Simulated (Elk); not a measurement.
# Magnetic state of Cr3PtN from several starts, part 3 of 3

Does Cr3PtN prefer parallel or opposed moments, or none?

Elk 11.2.3 (patched build); LDA (Perdew-Wang); all-electron APW+lo, Dirac cores, scalar-relativistic bands.

So far. Step 4 (Order 3, typed as no spin polarisation): It ends in the same state without moments as the first start; the 0.0053 meV between them is numerical noise. Step 5 (A faulty input): The functional must be one that the program lists.

### Step 7. The lowest state with spin–orbit coupling

Level of this step: LDA (Perdew-Wang); all-electron APW+lo, Dirac cores, scalar-relativistic bands with second-variational spin-orbit coupling (Elk).

Orbital moments arise only with spin–orbit coupling, and measured moments hold them.

The run goes on from the saved lowest state, with the moments along the z axis of the cell.

Contents of elk.in:

```
tasks
  1
  15

xctype
  3

rgkmax
  7.5

nempty
  12

swidth
  0.003

reducebf
  0.5

epsengy
  1e-05

maxscl
  100

lmaxi
  3

spinpol
  .true.

spinorb
  .true.

cmagz
  .true.

sppath
  './'

avec
  7.39522194582 0.00000000000 0.00000000000
  0.00000000000 7.39522194582 0.00000000000
  0.00000000000 0.00000000000 7.39522194582

atoms
  3
  'Cr.in'
  3
  0.5000000000 0.0000000000 0.5000000000   0.000000 0.000000 -0.000125
  0.0000000000 0.5000000000 0.5000000000   0.000000 0.000000 -0.000125
  0.5000000000 0.5000000000 0.0000000000   0.000000 0.000000 0.000125
  'Pt.in'
  1
  0.0000000000 0.0000000000 0.0000000000   0.000000 0.000000 0.000000
  'N.in'
  1
  0.5000000000 0.5000000000 0.5000000000   0.000000 0.000000 0.000000

ngridk
  6 6 6
```

The run is started by

```bash
OMP_NUM_THREADS=4 elk
```

Numbers of over 12 decimals in the logs are rounded to 6 here.

The program printed:

```text
Warning(gndstate): core states of species 2 leak from the muffin-tin :   0.1527706773E-03
Warning(chksvso): spin-orbit splittings by the second variation are low [figures from our tests cut]: local-orbitals by j (lorbdm 7 and 8, zora) mend levels alone

--- INFO.OUT ---
┌─────────────────────────┐
│ Elk code version 11.2.3 │
└─────────────────────────┘

All units are atomic (Hartree, Bohr, etc.)

┌──────────────────────────────────────────┐
│ Ground-state run resuming from STATE.OUT │
└──────────────────────────────────────────┘

Lattice vectors :
   7.395221946       0.000000000       0.000000000
   0.000000000       7.395221946       0.000000000
   0.000000000       0.000000000       7.395221946

Species : 1 (Cr)
 parameters loaded from : Cr.in
 name : chromium
 nuclear charge    :   -24.00000000
 electronic charge :    24.00000000
 atomic mass :    94783.09202
 muffin-tin radius :    2.084349127
 number of radial points in muffin-tin :    497
 inner part over the whole radius :   0.9963352826E-02
 number on inner part of muffin-tin    :    349
 approximate nuclear radius :   0.6987106690E-04
 number of mesh points to nuclear radius :    166
 atomic positions (lattice), magnetic fields (Cartesian) :
  1 :   0.50000000  0.00000000  0.50000000    0.00000000  0.00000000  0.00000000
  2 :   0.00000000  0.50000000  0.50000000    0.00000000  0.00000000  0.00000000
  3 :   0.50000000  0.50000000  0.00000000    0.00000000  0.00000000  0.00000000

Species : 2 (Pt)
 parameters loaded from : Pt.in
 name : platinum
 nuclear charge    :   -78.00000000
 electronic charge :    78.00000000
 atomic mass :    355605.4401
 muffin-tin radius :    2.800000000
 number of radial points in muffin-tin :    697
 inner part over the whole radius :   0.9830782365E-02
 number on inner part of muffin-tin    :    500
 approximate nuclear radius :   0.1029052813E-03
 number of mesh points to nuclear radius :    262
 atomic positions (lattice), magnetic fields (Cartesian) :
  1 :   0.00000000  0.00000000  0.00000000    0.00000000  0.00000000  0.00000000

Species : 3 (N)
 parameters loaded from : N.in
 name : nitrogen
 nuclear charge    :   -7.000000000
 electronic charge :    7.000000000
 atomic mass :    25532.65216
 muffin-tin radius :    1.563261846
 number of radial points in muffin-tin :    297
 inner part over the whole radius :   0.9871562954E-02
 number on inner part of muffin-tin    :    203
 approximate nuclear radius :   0.4939692610E-04
 number of mesh points to nuclear radius :     86
 atomic positions (lattice), magnetic fields (Cartesian) :
  1 :   0.50000000  0.50000000  0.50000000    0.00000000  0.00000000  0.00000000

Total number of atoms per unit cell :    5
Total muffin-tin volume :    221.7491701
 ratio of muffin-tin to unit cell volume :   0.5482875259

Spin treatment :
 spin-polarised
 spin-orbit coupling
 global magnetic field (Cartesian) :    0.000000000       0.000000000       0.000000000
 collinear magnetisation in z-direction

Number of Bravais lattice symmetries :   48
Number of crystal symmetries         :    8
Crystal has inversion symmetry
Real symmetric eigensolver will be used

k-point grid :      6     6     6
k-point offset :    0.000000000       0.000000000       0.000000000
k-point set is reduced with full crystal symmetry group
Total number of k-points :       44

Muffin-tin radius times maximum |G+k| :    7.500000000
 using average radius
Maximum |G+k| for APW functions       :    3.532301028
Maximum (1/2)|G+k|²                   :    6.238575277
Maximum |G| for potential and density :    12.00000000
Constant for pseudocharge density :    8
 order of it for each species :   15  15  15
 order of it for pair densities of each species (exact exchange by exxq0 0: 15) :   11  15   5
Radial integration step length :    1

G-vector grid sizes :     30    30    30
Number of G-vectors :    11753

Maximum angular momentum used for
 APW functions            :    8
 outer part of muffin-tin :    6
 inner part of muffin-tin :    3

Number of empty states         :     60
Total number of valence states :    198
Total number of core states    :     80

Third-order local-orbitals added for an l without core states : T
Total number of local-orbitals :    115

Exchange-correlation functional :      3     0     0
 Perdew-Wang/Ceperley-Alder, Phys. Rev. B 45, 13244 (1992)
 gradient requirement :    0
 local density approximation (LDA)

Smearing type :    3
 Fermi-Dirac
Smearing width :   0.3000000000E-02
Effective electronic temperature (K) :    947.3250744

Mixing type :    3
 Broyden mixing, J. Phys. A: Math. Gen. 17, L317 (1984)

Potential read in from STATE.OUT

┌──────────────────────────────┐
│ Self-consistent loop started │
└──────────────────────────────┘

[... earlier loops left out ...]

┌──────────────────┐
│ Loop number : 22 │
└──────────────────┘

Energies :
 Fermi                       :     0.387079
 sum of occupied eigenvalues :     -13177.844631620
 electron kinetic            :      24326.366113670
 core electron kinetic       :      23189.275136741
 Coulomb                     :     -45470.316563890
 Coulomb potential           :     -36849.557834025
 nuclear-nuclear             :     -2152.2332973167
 electron-nuclear            :     -49839.345596719
 Hartree                     :      6521.2623301455
 Madelung                    :     -27045.537646878
 xc potential                :     -654.54669006024
 xc effective B-field        :    -0.106222
 external B-field            :      0.000000
 exchange                    :     -478.94454697174
 correlation                 :     -14.675247595839
 electron entropic           :    -0.41142598048241E-02
 total energy                :     -21637.574359048
 (external B-field energy excluded from total)

Density of states at Fermi energy :    138.1152184
 (states/Hartree/unit cell)

Estimated indirect band gap :   0.4686169534E-03
 from k-point 44 to k-point 4
Estimated direct band gap   :   0.2671384233E-02
 at k-point 44

Charges :
 core                        :    80.00000000
 valence                     :    77.00000000
 interstitial                :    7.294845712
 muffin-tins (core leakage)
  species : 1 (Cr)
   atom 1                    :    22.04535841     ( -0.3448133629E-05)
   atom 2                    :    22.04535841     ( -0.3448133629E-05)
   atom 3                    :    22.04540479     ( -0.3448132246E-05)
  species : 2 (Pt)
   atom 1                    :    77.64049262     (  0.1527706773E-03)
  species : 3 (N)
   atom 1                    :    5.928540046     ( -0.1757822401E-05)
 total in muffin-tins        :    149.7051543
 total calculated charge     :    156.9987728
 total charge                :    157.0000000
 error                       :   0.1227206704E-02

Moments :
 interstitial                :   0.6793618566E-01
 muffin-tins
  species : 1 (Cr)
   atom 1                    :    1.175741542
   atom 2                    :    1.175741542
   atom 3                    :   -1.577673163
  species : 2 (Pt)
   atom 1                    :   0.3566521735E-01
  species : 3 (N)
   atom 1                    :  -0.8854526881E-02
 total in muffin-tins        :   0.8006206110
 total moment                :   0.8685567967

┌──────────────────────────────┐
│ Self-consistent loop stopped │
└──────────────────────────────┘

Warning : core states of species 2 leak from the muffin-tin :   0.1527706773E-03

Wrote STATE.OUT
```

Run time: 5.4 min. Hardware: 4 threads of Arm Neoverse V2, shared host; peak memory 0.5 GiB; 21 min of CPU time.

Spin moment in the muffin-tin sphere by atom:

| atom | spin moment in the muffin-tin sphere (μB) |
| --- | --- |
| Cr1 | 1.18 |
| Cr2 | 1.18 |
| Cr3 | -1.58 |
| Pt4 | 0.04 |
| N5 | -0.01 |

Numbers from this step:

| Property | Result |
| --- | --- |
| density of states at the Fermi level | 5.076 states/eV/cell |
| moment between the spheres | 0.06794 μB |
| magnetization | 0.8686 μB |
| final state | ferrimagnetic |

Orbital moment <L> in the sphere by atom:

| atom | x (μB) | y (μB) | z (μB) | size |
| --- | --- | --- | --- | --- |
| Cr1 | 0.0000 | 0.0000 | 0.0222 | 0.0222 |
| Cr2 | 0.0000 | 0.0000 | 0.0222 | 0.0222 |
| Cr3 | 0.0000 | 0.0000 | -0.0457 | 0.0457 |
| Pt4 | 0.0000 | 0.0000 | 0.0133 | 0.0133 |
| N5 | 0.0000 | 0.0000 | 0.0006 | 0.0006 |

### Step 8. What came out

| Item | Value |
| --- | --- |
| lowest state found | ferrimagnetic (typed ferri ++-) |
| largest site moment | 1.59 μB |
| next state | non-magnetic, 44.3 meV a seeded atom higher |
| energy gained by spin polarisation | 44.3 meV a seeded atom |
| with spin–orbit coupling: largest spin moment and its orbital moment | 1.58 and 0.0457 μB |

**Reading.** The lowest state found is ferrimagnetic, reached from the start ferri ++-, with moments up to 1.59 μB. 1 start left the typed pattern (a sign turned or a seeded moment died), so such an energy belongs to the state reached, not the one typed. The orbital moment is almost quenched. This is the lowest of 3 finished starts, no proof of the ground state.

[Logs and program files are shortened in this print: banners, set-up blocks, solver, clock and traceback lines can be left out without a mark of their own.]

[Logs are printed without paths, hosts, clocks, repeated set-up lines and the standing remarks that a program may print on its own settings, such as how far it seeks lower states.]

[Hosts, paths, dates, database ids (printed as entryN), source tags and the programs' standing remarks are cut or masked in the printed files.]

[Where a cell is said to come from a database of computed structures, the database is the Materials Project.]
